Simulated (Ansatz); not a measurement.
# LuHg3: relaxing a made-up structure, part 2 of 2

This structure for LuHg3 is made up. Its elements were placed in a known structure type with a cell scaled to their sizes. What cell does the guess relax to, and how far off was it?

Ansatz 0.2.0; DFT, PBE, plane-wave PAW, default files, scalar-relativistic, no spin, cell and ions relaxed at zero pressure (the session's first sound run).

So far: Starting point; Relaxation of the guess. The relaxed cell has a = 7.203 Å (conventional setting).

## (3) Bands of the relaxed cell

A second self-consistent run takes a narrower smearing and the mesh shown in its input; the bands follow along the standard path of the relaxed lattice.

This step: DFT, PBE, plane-wave PAW, default files, scalar-relativistic, no spin, bands and density of states at the relaxed cell (Ansatz 0.2.0).

Contents of input.yaml:

```yaml
crystal:
  lattice:
    - [0.0, 3.6016740368, 3.6016740368]
    - [3.6016740368, 0.0, 3.6016740368]
    - [3.6016740368, 3.6016740368, 0.0]
  atoms:
    - { symbol: Hg, position: [0.75, 0.75, 0.75] }
    - { symbol: Hg, position: [0.5, 0.5, 0.5] }
    - { symbol: Hg, position: [0.25, 0.25, 0.25] }
    - { symbol: Lu, position: [0.0, 0.0, 0.0] }
kpoints:
  mp_grid: { grid: [8, 8, 8] }
  band_path:
    path:
      - [[0.0, 0.0, 0.0], [0.5, 0.0, 0.5], [0.5, 0.25, 0.75], [0.375, 0.375, 0.75], [0.0, 0.0, 0.0], [0.5, 0.5, 0.5], [0.625, 0.25, 0.625], [0.5, 0.25, 0.75], [0.5, 0.5, 0.5], [0.375, 0.375, 0.75]]
      - [[0.625, 0.25, 0.625], [0.5, 0.0, 0.5]]
    npoints: 8
scf:
  occupations: { method: fermi_dirac, width: 0.03 }
  n_extra_bands: 8
hamiltonian:
  xc: pbe
  pseudopotentials: { kind: paw }
output:
  forces: true
  stress: true
  write_bands: true
  dos: { projected: true }
  write_density: true
  write_potential: true
  elf: true
  volumetric_format: npy
```

On the command line:

```
> ansatz run input.yaml --threads 4 --pin off --max-ram 8192MiB --backend cpu --events-out ev --progress --plain --runs-dir out
```

Numbers of over 12 decimals in the logs are rounded to 6 here.

Log:

```text
Lu: projections on atomic orbitals take those of the free atom [Kr 4d10] 4f14 5s2 5p6 5d1 6s2, of charge +0.00 (hamiltonian.pseudopotentials.projection_atoms); the dataset's partial waves leave at most 5.1e-5 of an orbital's norm unspanned inside its sphere
[...]
Crystal: 4 atoms, lattice volume = 93.442 Å³
Basis set: ecut = 420 eV, 1837 PW (Γ), exchange–correlation on 72×72×72 points (8 copies of the dense FFT grid, shifted against one another)
Bands: 51, of which v1, the nominal top of the filled ones, is band 43 counted from 1 (42 counted from 0)
Symmetry: 48 space group operations
[...]
k-points: 29 of 512
[...]
SCF iter   1: F=—  HF=-56173.681659 eV  |F-HF|=—  |Δ(HF+E_count)|=         —  Δρ=2.56e-3  dr2=1.06e-2  ethr=1.77e-3  ⟨swp⟩=6.7  Hψ=6567  notcnv=0  defer=4
[...]
SCF iter   8: F=-56173.676830 eV  HF=-56173.676830 eV  |F-HF|=3.92e-8  |Δ(HF+E_count)|=   3.85e-8  Δρ=5.58e-6  dr2=3.84e-8  ethr=1.18e-10  ⟨swp⟩=16.4  Hψ=14377  notcnv=0
SCF 1 converged in 8 iterations: F = -56173.676830 eV  dr2 = 3.84e-8
[...]
NSCF: frozen V_eff on 82 k-points
SCF converged after 8 iterations
Free energy (F): -56173.676830 eV
[...]
Internal energy: -56173.668280 eV  (E = F + TS)
E sigma→0 (E₀):  -56173.672555 eV
Entropy (-TS):   -0.008550 eV (-2.137 meV/atom)
Fermi energy:    16.274452 eV
[...]
--- Stress (GPa, compression-positive) ---
       -0.257079      -0.000000       0.000000
        0.000000      -0.257079       0.000000
       -0.000000       0.000000      -0.257079
  P = ⅓ Tr σ = -0.2571 GPa (-2.571 kbar)
--- Band table (eV; the first three rows and the last of 29) ---
  k-point 0: bands = [... 39 lower, 14.8551, 15.9472, 15.9472, 15.9472, 16.8729, 18.6437, 18.6437, 19.2437, ... 4 higher]
  k-point 1: bands = [... 39 lower, 14.0669, 15.9431, 15.9431, 16.0799, 17.0289, 18.0936, 18.0936, 19.9906, ... 4 higher]
  k-point 2: bands = [... 39 lower, 12.7533, 15.6275, 15.8543, 15.8543, 17.7644, 17.7644, 18.2357, 18.6568, ... 4 higher]
  k-point 28: bands = [... 39 lower, 11.6150, 11.6150, 13.2522, 17.1050, 17.1050, 18.1412, 18.2955, 19.3228, ... 4 higher]
```

The job ended after 4.6 s (4 threads of Arm Neoverse V2, shared host; peak memory 0.55 GiB).

Numbers from this step:

| Item | Value |
| --- | --- |
| free energy | -56173.6768 eV |
| energy at zero smearing | -56173.6726 eV |
| smearing term TS | 0.008550 eV |
| Fermi energy | 16.27 eV |
| pressure | -0.2571 GPa |

From bands.tsv, the bands that come nearest the Fermi level along the path, at its corners, in eV from the Fermi level:

| point | band 40 | band 41 | band 42 | band 43 | band 44 | band 45 | band 46 | band 47 |
| --- | --- | --- | --- | --- | --- | --- | --- | --- |
| Γ | -1.42 | -0.33 | -0.33 | -0.33 | 0.60 | 2.37 | 2.37 | 2.97 |
| X | -5.26 | -3.26 | -1.48 | -1.48 | 0.64 | 2.01 | 2.01 | 2.19 |
| W | -4.66 | -4.66 | -3.02 | 0.83 | 0.83 | 1.87 | 2.02 | 3.05 |
| K | -4.98 | -4.52 | -1.27 | -1.17 | 1.71 | 1.93 | 2.14 | 2.56 |
| Γ | -1.42 | -0.33 | -0.33 | -0.33 | 0.60 | 2.37 | 2.37 | 2.97 |
| L | -5.64 | -0.83 | -0.71 | -0.71 | 0.38 | 2.03 | 2.03 | 2.74 |
| U | -4.98 | -4.52 | -1.27 | -1.17 | 1.71 | 1.93 | 2.14 | 2.56 |
| W | -4.66 | -4.66 | -3.02 | 0.83 | 0.83 | 1.87 | 2.02 | 3.05 |
| L | -5.64 | -0.83 | -0.71 | -0.71 | 0.38 | 2.03 | 2.03 | 2.74 |
| K | -4.98 | -4.52 | -1.27 | -1.17 | 1.71 | 1.93 | 2.14 | 2.56 |
| U | -4.98 | -4.52 | -1.27 | -1.17 | 1.71 | 1.93 | 2.14 | 2.56 |
| X | -5.26 | -3.26 | -1.48 | -1.48 | 0.64 | 2.01 | 2.01 | 2.19 |

Electrostatic potential energy in the ac plane of the conventional cell at fractional y = 0.000, with atoms of Hg and Lu within 0.2 Å of it. With pseudopotentials it is smooth inside the atoms' cores, unlike the true potential.

Values in eV, 11 rows by 16 columns, each cell a mean:
```
-47 -26   5  15  18  14  -8 -28 -29 -18   9  17  17  10 -13 -43
  1   8  14  17  19  18  14   7   5  12  17  19  18  16  11   3
 16  17  18  19  19  19  18  17  17  18  18  19  19  18  18  17
 12  15  18  19  18  17  14   9   8  12  16  18  19  18  16  13
-25 -11  11  18  17  12  -6 -33 -38 -17   7  16  18  15  -2 -22
-29 -26   5  17  16   8 -22 -52 -52 -38   1  14  17  12 -16 -30
-16  -2  14  18  17  13   1 -20 -25  -7  10  16  18  16   5 -13
 15  17  18  19  18  17  15  13  13  15  17  18  19  19  18  16
 15  16  18  18  19  19  18  17  17  18  19  19  19  18  17  15
-10   2  12  17  18  17  10  -3  -6   6  16  18  18  15   7  -7
-52 -34   2  15  17  13 -13 -30 -30 -23   6  17  16   9 -19 -49
```
Columns run along a (7.2 Å; values clipped at the 3rd and 97th percentile), rows up along c (7.2 Å), edges of the conventional cell, whose origin can differ from the input's. Atoms in or near the plane, at fractional coordinates: Hg at (0.50, 0.00), Hg at (0.00, 0.50), Lu at (0.00, 0.00), Lu at (0.50, 0.50).

Valence density in the ac plane of the conventional cell at fractional y = 0.000, with atoms of Hg and Lu within 0.2 Å of it. It is the smooth field of the valence electrons, not physical close to the nuclei.

Ten steps, logarithmic in the rise over the least value, from '0' (0 e/Å³) to '9' (37 e/Å³), each cell a mean:
```
97300002577631000158
64100001355420000035
21000000122100000001
00000000000000000000
00000000000000000000
00000000000000000000
10000000000000000001
43100000133200000023
65300001477520000146
86410002699730000257
76310001589730000257
54200000356410000135
21000000012100000012
00000000000000000000
00000000000000000000
00000000000000000000
00000000011000000000
32000000234310000013
75200001466530000147
97300002578641000269
```
Columns run along a (7.2 Å), rows up along c (7.2 Å), edges of the conventional cell, whose origin can differ from the input's. Atoms in or near the plane, at fractional coordinates: Hg at (0.50, 0.00), Hg at (0.00, 0.50), Lu at (0.00, 0.00), Lu at (0.50, 0.50).

ELF in the ac plane of the conventional cell at fractional y = 0.000, with atoms of Hg and Lu within 0.2 Å of it. It is the smooth field of the valence electrons, not physical close to the nuclei.

Values, 11 rows by 16 columns, each cell a mean:
```
0.83 0.67 0.20 0.11 0.21 0.27 0.40 0.53 0.56 0.45 0.31 0.24 0.14 0.12 0.51 0.81
0.27 0.15 0.12 0.18 0.19 0.21 0.26 0.32 0.33 0.28 0.22 0.20 0.19 0.14 0.13 0.24
0.15 0.17 0.19 0.18 0.18 0.19 0.20 0.20 0.20 0.19 0.19 0.18 0.18 0.19 0.18 0.16
0.29 0.25 0.21 0.19 0.19 0.16 0.11 0.13 0.15 0.11 0.14 0.18 0.19 0.20 0.23 0.28
0.50 0.41 0.29 0.23 0.16 0.10 0.39 0.73 0.76 0.55 0.17 0.12 0.21 0.26 0.36 0.48
0.65 0.49 0.33 0.25 0.13 0.13 0.62 0.85 0.84 0.77 0.27 0.09 0.22 0.29 0.44 0.59
0.44 0.36 0.26 0.21 0.17 0.11 0.29 0.58 0.63 0.40 0.12 0.14 0.20 0.24 0.32 0.42
0.26 0.23 0.20 0.18 0.19 0.18 0.13 0.10 0.10 0.11 0.16 0.19 0.18 0.19 0.22 0.26
0.11 0.14 0.18 0.19 0.18 0.19 0.21 0.23 0.24 0.22 0.20 0.18 0.18 0.19 0.15 0.12
0.45 0.27 0.12 0.16 0.20 0.22 0.29 0.37 0.38 0.32 0.24 0.21 0.18 0.12 0.18 0.40
0.84 0.74 0.25 0.10 0.22 0.29 0.42 0.57 0.62 0.48 0.33 0.25 0.14 0.12 0.59 0.85
```
Columns run along a (7.2 Å), rows up along c (7.2 Å), edges of the conventional cell, whose origin can differ from the input's. Atoms in or near the plane, at fractional coordinates: Hg at (0.50, 0.00), Hg at (0.00, 0.50), Lu at (0.00, 0.00), Lu at (0.50, 0.50).

## (4) What came out

| Quantity | Value |
| --- | --- |
| space group, relaxed | Fm-3m |
| conventional cell | a = 7.203, b = 7.203, c = 7.203 Å; α = 90.0°, β = 90.0°, γ = 90.0° |
| volume per atom | 23.36 Å³ (guess 24.50) |

LuHg3 relaxes to Fm-3m with a = 7.203, b = 7.203 and c = 7.203 Å. The guessed volume was 5 % too large. The space group Fm-3m was held in the relaxation, so the end point is a stationary structure within it and may be a saddle against distortions or other arrangements. Bands cross the Fermi level, so it is a metal or semimetal at this level. The electron count is odd, which forces that without spin polarisation or a larger cell. On the 8×8×8 mesh with the narrower smearing (relaxed on 6×6×6) the forces vanish, as symmetry may demand, and the largest stress component is 0.257 GPa, against the relaxation's thresholds of 0.015 eV/Å and 0.05 GPa. The cutoff wasn't tested. Spin-orbit coupling is left out, which can matter for elements this heavy. No dispersion term is used, so weakly bound directions may come out too long. Nothing here tests whether the compound is stable against decomposition.

[Logs are printed without paths, hosts, clocks, repeated set-up lines and the standing remarks that a program may print on its own settings, such as how far it seeks lower states.]

[Hosts, paths, dates, database ids (printed as entryN), source tags and the programs' standing remarks are cut or masked in the printed files.]
